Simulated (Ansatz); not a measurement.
# Mo wire along [100], 8 atoms a period: bands by functional and under strain, part 3 of 3

Wanted: the relaxed geometry and the bands of the Mo wire along [100], 8 atoms a period.

Ansatz 0.2.0; DFT PBE, plane waves, PAW; relaxation of a wire's period (the session's first sound run).

So far. Step 6 (Levels at the same atoms, cutoff 500 eV, k-mesh 1×1×20): Bands cross the Fermi level, as under PBE at the relaxed period. Step 7 (Two-component spinors, k-mesh 1×1×17): Bands cross the Fermi level, as under PBE at the relaxed period, with no moment.

## (8) Strain along the wire, period over the relaxed period 0.97, k-mesh 1×1×20

This step: DFT PBE, plane waves, PAW; relaxation at a fixed period (Ansatz 0.2.0).

The period is set to 0.97 times the relaxed one and the atoms relax within it: strain changes bond lengths and angles, which shifts the bands against each other. Against the first PBE run of this kind, the mesh along the wire has 20 points against 26.

The cell differs from the one that the last finished run ended in (c 3.095 → 3.002 Å).

Contents of input.yaml:

```yaml
crystal:
  lattice:
    - [13.12, 0.0, 0.0]
    - [0.0, 11.54, 0.0]
    - [0.0, 0.0, 3.0022386174]
  atoms:
    - { symbol: Mo, position: [0.277715959, 0.41720644, 0.0] }
    - { symbol: Mo, position: [0.5, 0.43834271, 0.0] }
    - { symbol: Mo, position: [0.5, 0.690090102, 0.0] }
    - { symbol: Mo, position: [0.722284041, 0.41720644, 0.0] }
    - { symbol: Mo, position: [0.372883367, 0.307083274, 0.5] }
    - { symbol: Mo, position: [0.385543774, 0.574578803, 0.5] }
    - { symbol: Mo, position: [0.627116633, 0.307083274, 0.5] }
    - { symbol: Mo, position: [0.614456226, 0.574578803, 0.5] }
kpoints:
  mp_grid: { grid: [1, 1, 20] }
  band_path: { path: ["Γ", Z], npoints: 50 }
scf:
  occupations: { method: fermi_dirac, width: 0.05 }
hamiltonian:
  xc: pbe
relax:
  max_steps: 40
  f_tol: 0.02
output:
  stress: true
```

Run with:

```sh
> ansatz run input.yaml --threads 4 --pin off --max-ram 16384MiB --backend cpu --events-out ev --progress --plain --runs-dir out
```

Numbers of over 12 decimals in the logs are rounded to 6 here.

Log:

```text
Warning: output.stress: scf.convergence.dr2_threshold = 1e-7 eV (the SCF's general default) is looser than the 8e-10 eV advised for a printed stress (1e-10 eV for each atom of the cell: 8). What an SCF threshold leaves in a stress goes as its square root, and in the free energy as the threshold itself, and one threshold admits the most on a small cell: [figures from the program's tests cut] Every solve of this run an [...]
[...]
Crystal: 8 atoms, lattice volume = 454.553 Å³
Basis set: ecut = 420 eV, 8803 PW (Γ), exchange–correlation on 180×160×48 points (8 copies of the dense FFT grid, shifted against one another)
Bands: 68, of which v1, the nominal top of the filled ones, is band 56 counted from 1 (55 counted from 0)
Symmetry: 4 space group operations
[...]
k-points: 11 of 20
[...]
SCF iter   1: F=—  HF=-39634.846428 eV  |F-HF|=—  |Δ(HF+E_count)|=         —  Δρ=6.35e-3  dr2=4.61e-1  ethr=1.77e-3  ⟨swp⟩=9.0  Hψ=3613  notcnv=0
[...]
SCF iter   8: F=-39634.824564 eV  HF=-39634.824564 eV  |F-HF|=6.49e-7  |Δ(HF+E_count)|=   2.53e-6  Δρ=1.61e-5  dr2=2.64e-6  ethr=8.93e-9  ⟨swp⟩=5.0  Hψ=2401  notcnv=0
SCF 1 converged in 8 iterations: F = -39634.824564 eV  dr2 = 2.64e-6
[...]
relax step   1: F+E_penalty+E_count = -39634.82456361 eV  Δ(F+E_penalty+E_count) = +0.000e0 eV  max|allowed force component| = 6.693e-1 eV/Å  Δτ_max = 0.0000 Å  (8 SCF iters, dr2 threshold 1.00e-5 eV, accepted)
[...]
SCF iter   7: F=-39634.798882 eV  HF=-39634.798885 eV  |F-HF|=2.43e-6  |Δ(HF+E_count)|=   1.64e-5  Δρ=3.01e-5  dr2=9.77e-6  ethr=2.50e-8  ⟨swp⟩=5.0  Hψ=2582  notcnv=0
SCF 2 converged in 7 iterations: F = -39634.798882 eV  dr2 = 9.77e-6
relax step   2: F+E_penalty+E_count = -39634.79888216 eV  Δ(F+E_penalty+E_count) = +2.568e-2 eV  max|allowed force component| = 5.246e-1 eV/Å  Δτ_max = 0.0901 Å  (7 SCF iters, dr2 threshold 2.80e-5 eV, rejected (line search))
[...]
SCF iter  10: F=-39634.876511 eV  HF=-39634.876511 eV  |F-HF|=2.59e-8  |Δ(HF+E_count)|=   2.28e-8  Δρ=1.45e-6  dr2=4.64e-8  ethr=8.93e-11  ⟨swp⟩=4.0  Hψ=2795  notcnv=0
SCF 3 converged in 10 iterations: F = -39634.876511 eV  dr2 = 4.64e-8
relax step   3: F+E_penalty+E_count = -39634.87651061 eV  Δ(F+E_penalty+E_count) = -5.195e-2 eV  max|allowed force component| = 1.567e-1 eV/Å  Δτ_max = 0.0437 Å  (10 SCF iters, accepted)
[...]
relax step   4: F+E_penalty+E_count = -39634.87558141 eV  Δ(F+E_penalty+E_count) = +9.292e-4 eV  max|allowed force component| = 1.266e-1 eV/Å  Δτ_max = 0.0355 Å  (7 SCF iters, dr2 threshold 1.53e-6 eV, rejected (line search))
[...]
relax step   5: F+E_penalty+E_count = -39634.88120321 eV  Δ(F+E_penalty+E_count) = -4.693e-3 eV  max|allowed force component| = 5.324e-2 eV/Å  Δτ_max = 0.0178 Å  (10 SCF iters, accepted)
[...]
relax step   6: F+E_penalty+E_count = -39634.88200572 eV  Δ(F+E_penalty+E_count) = -8.025e-4 eV  max|allowed force component| = 2.421e-2 eV/Å  Δτ_max = 0.0158 Å  (8 SCF iters, accepted)
[...]
relax step   7: F+E_penalty+E_count = -39634.88175205 eV  Δ(F+E_penalty+E_count) = +2.537e-4 eV  max|allowed force component| = 5.367e-2 eV/Å  Δτ_max = 0.0186 Å  (9 SCF iters, rejected (line search))
SCF iter   1: F=—  HF=-39634.882967 eV  |F-HF|=—  |Δ(HF+E_count)|=         —  Δρ=9.38e-4  dr2=1.38e-2  ethr=1.26e-4  ⟨swp⟩=2.0  Hψ=1113  notcnv=0  defer=5
[...]
SCF iter   8: F=-39634.882277 eV  HF=-39634.882277 eV  |F-HF|=1.49e-8  |Δ(HF+E_count)|=   4.92e-8  Δρ=1.65e-6  dr2=2.99e-8  ethr=8.93e-11  ⟨swp⟩=5.2  Hψ=2685  notcnv=0
SCF 8 converged in 8 iterations: F = -39634.882277 eV  dr2 = 2.99e-8
relax step   8: F+E_penalty+E_count = -39634.88227694 eV  Δ(F+E_penalty+E_count) = -2.712e-4 eV  max|allowed force component| = 1.490e-2 eV/Å  Δτ_max = 0.0091 Å  (8 SCF iters, accepted)
[...]
the band table was solved once a step of the walk had ended and its energy, with any forces and stress, was formed, with the checks that follow a solve (3457 applications of the Hamiltonian). They found nothing against the state; the energy, forces and stress were not computed again (output.eigenvalues in the input reference)
[...]
SCF converged after 8 iterations
Free energy (F): -39634.882277 eV
[...]
Internal energy: -39634.782532 eV  (E = F + TS)
E sigma→0 (E₀):  -39634.832404 eV
Entropy (-TS):   -0.099745 eV (-12.468 meV/atom)
Fermi energy:    3.172747 eV
[...]
--- Forces (eV/Å), atoms counted from 1 ---
  atom   1  Mo     0.00005562     0.00528207     0.00000000
  atom   2  Mo    -0.00000000    -0.00220793     0.00000000
  atom   3  Mo     0.00000000     0.01488351     0.00000000
  atom   4  Mo    -0.00005562     0.00528207     0.00000000
  atom   5  Mo     0.00058196    -0.00528106     0.00000000
  atom   6  Mo    -0.00466417    -0.00638735     0.00000000
  atom   7  Mo    -0.00058196    -0.00528106     0.00000000
  atom   8  Mo     0.00466417    -0.00638735     0.00000000
  max |Σ_I F_I| component: 9.71e-5 eV/Å
--- Stress (GPa, compression-positive) ---
        0.023091       0.000000      -0.000000
        0.000000       0.008831      -0.000000
       -0.000000      -0.000000       2.410625
  P = ⅓ Tr σ = 0.8142 GPa (8.142 kbar)
--- Band table (eV; the first three rows and the last of 11) ---
  k-point 0: bands = [... 52 lower, 2.2890, 2.6668, 2.8845, 2.9349, 3.0370, 3.1532, 3.2017, 3.3577, ... 8 higher]
  k-point 1: bands = [... 52 lower, 2.4140, 2.5628, 2.9234, 2.9592, 3.1121, 3.1805, 3.2120, 3.2561, ... 8 higher]
  k-point 2: bands = [... 52 lower, 2.5925, 2.6796, 2.7460, 3.0097, 3.0859, 3.1179, 3.3569, 3.4602, ... 8 higher]
  k-point 10: bands = [... 52 lower, 2.7073, 3.3689, 3.3690, 3.6086, 3.7254, 3.8542, 4.0478, 4.2235, ... 8 higher]
--- Relaxed structure (8 steps of the walk, 5 accepted, 0 SCFs on fresh bases) ---
  F+E_penalty+E_count = -39634.88227694 eV   max|allowed force component| = 1.490e-2 eV/Å
  atoms:
    - { symbol: Mo, position: [0.278674, 0.415080, 0.0] }
    - { symbol: Mo, position: [0.500000, 0.441383, 0.0] }
    - { symbol: Mo, position: [0.500000, 0.694057, 0.0] }
    - { symbol: Mo, position: [0.721326, 0.415080, 0.0] }
    - { symbol: Mo, position: [0.377491, 0.303186, 0.500000] }
    - { symbol: Mo, position: [0.383046, 0.577098, 0.500000] }
    - { symbol: Mo, position: [0.622509, 0.303186, 0.500000] }
    - { symbol: Mo, position: [0.616954, 0.577098, 0.500000] }
```

Elapsed: 86 s, on 4 threads of Arm Neoverse V1, shared host; peak memory 1.5 GiB; 5.6 min of CPU time.

Relaxation path:

| step | energy less that of the first step (eV) | largest force component (eV/Å) |
| --- | --- | --- |
| 1 | 0.0000 | 0.6693 |
| 2 | 0.0257 | 0.5246 |
| 3 | -0.0519 | 0.1567 |
| 4 | -0.0510 | 0.1266 |
| 5 | -0.0566 | 0.0532 |
| 6 | -0.0574 | 0.0242 |
| 7 | -0.0572 | 0.0537 |
| 8 | -0.0577 | 0.0149 |

Relaxation steps 2, 4, 7 were tried and not accepted.

Forces are held to the 4 operations that the run works with; a distortion that breaks them can't arise in this run.

The atoms that moved most (Å):

| atom | dx | dy | dz | length |
| --- | --- | --- | --- | --- |
| Mo7 | -0.060 | -0.045 | 0.000 | 0.075 |
| Mo5 | 0.060 | -0.045 | 0.000 | 0.075 |
| Mo3 | 0.000 | 0.046 | 0.000 | 0.046 |
| Mo8 | 0.033 | 0.029 | 0.000 | 0.044 |
| Mo6 | -0.033 | 0.029 | 0.000 | 0.044 |
| Mo2 | 0.000 | 0.035 | 0.000 | 0.035 |
| Mo1 | 0.013 | -0.025 | 0.000 | 0.028 |
| Mo4 | -0.013 | -0.025 | 0.000 | 0.028 |

The relaxed structure:

```xyz
8
Lattice="13.1200 0.0000 0.0000 0.0000 11.5400 0.0000 0.0000 0.0000 3.0022" Properties=species:S:1:pos:R:3
Mo    3.6562    4.7900    0.0000
Mo    6.5600    5.0936    0.0000
Mo    6.5600    8.0094    0.0000
Mo    9.4638    4.7900    0.0000
Mo    4.9527    3.4988    1.5011
Mo    5.0256    6.6597    1.5011
Mo    8.1673    3.4988    1.5011
Mo    8.0944    6.6597    1.5011
```

Numbers from this step:

| Item | Value |
| --- | --- |
| energy at zero smearing | -39634.8324 eV |

Electronic bands along the path, in eV, zero at the Fermi level:

| point | band 53 | band 54 | band 55 | band 56 | band 57 | band 58 | band 59 | band 60 |
| --- | --- | --- | --- | --- | --- | --- | --- | --- |
| Γ | -0.88 | -0.51 | -0.29 | -0.24 | -0.14 | -0.02 | 0.03 | 0.18 |
| halfway | -1.10 | -0.70 | -0.62 | -0.17 | 0.11 | 0.42 | 0.56 | 0.61 |
| Z | -0.47 | 0.20 | 0.20 | 0.44 | 0.55 | 0.68 | 0.88 | 1.05 |

Bands cross the Fermi level, as under PBE at the relaxed period.

## (9) Strain along the wire, period over the relaxed period 0.94, k-mesh 1×1×21

The period is set to 0.94 times the relaxed one and the atoms relax within it: strain changes bond lengths and angles, which shifts the bands against each other. Against the first PBE run of this kind, the mesh along the wire has 21 points against 26.

The cell differs from the one that the last finished run ended in (c 3.002 → 2.909 Å).

input.yaml: that of step 8 with these lines changed.

```diff
@@ -4,3 +4,3 @@
     - [0.0, 11.54, 0.0]
-    - [0.0, 0.0, 3.0022386174]
+    - [0.0, 0.0, 2.9093858767]
   atoms:
@@ -15,3 +15,3 @@
 kpoints:
-  mp_grid: { grid: [1, 1, 20] }
+  mp_grid: { grid: [1, 1, 21] }
   band_path: { path: ["Γ", Z], npoints: 50 }
```

Log:

```text
[...]
Crystal: 8 atoms, lattice volume = 440.495 Å³
Basis set: ecut = 420 eV, 8573 PW (Γ), exchange–correlation on 180×160×40 points (8 copies of the dense FFT grid, shifted against one another)
Bands: 68, of which v1, the nominal top of the filled ones, is band 56 counted from 1 (55 counted from 0)
Symmetry: 4 space group operations
[...]
- { symbol: Mo, position: [0.500000, 0.449426, 2.4403812088011407e-18] }
    - { symbol: Mo, position: [0.500000, 0.700442, 2.2792948779914144e-18] }
    - { symbol: Mo, position: [0.713800, 0.411970, -1.152885043723814e-18] }
    - { symbol: Mo, position: [0.392127, 0.292957, 0.500000] }
    - { symbol: Mo, position: [0.378141, 0.583223, 0.500000] }
    - { symbol: Mo, position: [0.607873, 0.292957, 0.500000] }
    - { symbol: Mo, position: [0.621859, 0.583223, 0.500000] }
[key lines of the parts left out:]
SCF converged after 3 iterations
Free energy (F): -39634.680821 eV
Fermi energy:    3.321257 eV
P = ⅓ Tr σ = 0.9657 GPa (9.657 kbar)
```

Elapsed: 1.8 min, on 4 threads; peak memory 1.4 GiB; 6.9 min of CPU time.

Relaxation path:

| step | energy less that of the first step (eV) | largest force component (eV/Å) |
| --- | --- | --- |
| 1 | 0.0000 | 1.4852 |
| 2 | -0.0971 | 0.6061 |
| 3 | -0.3259 | 0.5571 |
| 4 | -0.3675 | 0.3738 |
| 5 | -0.3887 | 0.1526 |
| 6 | -0.3803 | 0.5533 |
| 7 | -0.4011 | 0.0744 |
| 8 | -0.4032 | 0.1098 |
| 9 | -0.4042 | 0.0420 |
| 10 | -0.4047 | 0.0544 |
| 11 | -0.4050 | 0.0045 |
| 12 | -0.4050 | 0.0044 |

Relaxation step 6 was tried and not accepted.

The run keeps the 4 symmetry operations that it works with, so distortions that break them were not tested.

The atoms that moved most (Å):

| atom | dx | dy | dz | length |
| --- | --- | --- | --- | --- |
| Mo5 | 0.252 | -0.163 | 0.000 | 0.301 |
| Mo7 | -0.252 | -0.163 | 0.000 | 0.301 |
| Mo6 | -0.097 | 0.100 | 0.000 | 0.139 |
| Mo8 | 0.097 | 0.100 | 0.000 | 0.139 |
| Mo2 | 0.000 | 0.128 | 0.000 | 0.128 |
| Mo4 | -0.111 | -0.060 | 0.000 | 0.127 |
| Mo1 | 0.111 | -0.060 | 0.000 | 0.127 |
| Mo3 | 0.000 | 0.119 | 0.000 | 0.119 |

Numbers from this step:

- energy at zero smearing: -39634.6364 eV

Electronic bands along the path, in eV, zero at the Fermi level:

| point | band 53 | band 54 | band 55 | band 56 | band 57 | band 58 | band 59 | band 60 |
| --- | --- | --- | --- | --- | --- | --- | --- | --- |
| Γ | -0.56 | -0.48 | -0.39 | -0.36 | -0.22 | -0.10 | -0.03 | 0.07 |
| halfway | -1.14 | -0.59 | -0.38 | -0.37 | -0.08 | 0.24 | 0.26 | 0.53 |
| Z | -0.21 | 0.40 | 0.58 | 0.63 | 0.84 | 0.85 | 1.02 | 1.20 |

Bands cross the Fermi level, as under PBE at the relaxed period.

## (10) A repeat with changed settings

This step: DFT LDA, plane waves, PAW; bands of a perfect wire at the PBE geometry; changed: magnetization = null, crystal.atoms[0].spin = 2.0, scf.max_iter = 80 (Ansatz 0.2.0).

The input of the band run (LDA) is made doubtful on purpose.

Contents of input.yaml:

```yaml
crystal:
  lattice:
    - [13.12, 0.0, 0.0]
    - [0.0, 11.54, 0.0]
    - [0.0, 0.0, 3.0950913582]
  atoms:
    - { symbol: Mo, position: [0.277715959, 0.41720644, 0.0], spin: 2.0 }
    - { symbol: Mo, position: [0.5, 0.43834271, 0.0] }
    - { symbol: Mo, position: [0.5, 0.690090102, 0.0] }
    - { symbol: Mo, position: [0.722284041, 0.41720644, 0.0] }
    - { symbol: Mo, position: [0.372883367, 0.307083274, 0.5] }
    - { symbol: Mo, position: [0.385543774, 0.574578803, 0.5] }
    - { symbol: Mo, position: [0.627116633, 0.307083274, 0.5] }
    - { symbol: Mo, position: [0.614456226, 0.574578803, 0.5] }
kpoints:
  mp_grid: { grid: [1, 1, 20] }
  band_path: { path: ["Γ", Z], npoints: 50 }
scf:
  occupations: { method: fermi_dirac, width: 0.05 }
  max_iter: 80
hamiltonian:
  xc: lda
```

Log:

```text
Error: inconsistent input (magnetization.spin_polarized): false but per-atom `spin:`, `per_species`, `initial_magnetization`, `magnetic_field`, or `spin_locking` is set
```

It took 0.03 s on 4 threads; peak memory 0.03 GiB.

The input was rejected at the start.

The program's message: “Error: inconsistent input (magnetization.spin_polarized): false but per-atom `spin:`, `per_species`, `initial_magnetization`, `magnetic_field`, or `spin_locking` is set”

The change that led to it: magnetization = null and crystal.atoms[0].spin = 2.0.

## (11) The same system on other settings

This step: DFT LDA, plane waves, PAW; bands of a perfect wire at the PBE geometry; changed: magnetization = {"spin_polarized": true, "spin_orbit": true}, hamiltonian.pseudopotentials = {"kind": "nc"}, scf.max_iter = 60 (Ansatz 0.2.0).

The input of the band run (LDA) is made doubtful on purpose.

input.yaml: that of step 10 with these lines changed.

```diff
@@ -6,3 +6,3 @@
   atoms:
-    - { symbol: Mo, position: [0.277715959, 0.41720644, 0.0], spin: 2.0 }
+    - { symbol: Mo, position: [0.277715959, 0.41720644, 0.0] }
     - { symbol: Mo, position: [0.5, 0.43834271, 0.0] }
@@ -19,4 +19,8 @@
   occupations: { method: fermi_dirac, width: 0.05 }
-  max_iter: 80
+  max_iter: 60
 hamiltonian:
   xc: lda
+  pseudopotentials: { kind: nc }
+magnetization:
+  spin_polarized: true
+  spin_orbit: true
```

Log:

```text
Error: 2 input errors — fix all and re-run
  1. inconsistent input (magnetization.spin_orbit, magnetization.noncollinear): true requires noncollinear: true — spin–orbit coupling acts on 2-spinor wavefunctions; set both flags
  2. inconsistent input (magnetization.spin_orbit, hamiltonian.pseudopotentials.kind): true requires a fully-relativistic hamiltonian.pseudopotentials.kind (nc_fr or paw_fr), or kind: all_electron without datasets and azcp, which then solves Dirac's equation on LAPW. paw_fr resolves this project's PAW files (source: ansatz) by j as it reads them
```

The job ended after 0.02 s (4 threads; peak memory 0.031 GiB).

The input was rejected at the start.

The program's message: “Error: 2 input errors — fix all and re-run”

The change that led to it: magnetization and hamiltonian.pseudopotentials = {"kind": "nc"}.

## (12) Summary of results

| Property | Result |
| --- | --- |
| cell length, PBE | 3.095 Å |
| gap, period scaled by 0.97 | none |
| gap, period scaled by 0.94 | none |
| ballistic conductance by band crossings, a lower bound, PBE | 5 G₀ |

In words: Under PBE the cell's length is 3.10 Å, and the bands cross the Fermi level 5 times between Γ and Z, which gives a perfect wire at least 5 G₀ (opposite crossings within one step of the path cancel in such a count).

[Logs are printed without paths, hosts, clocks, repeated set-up lines and the standing remarks that a program may print on its own settings, such as how far it seeks lower states.]

[Hosts, paths, dates, database ids (printed as entryN), source tags and the programs' standing remarks are cut or masked in the printed files.]
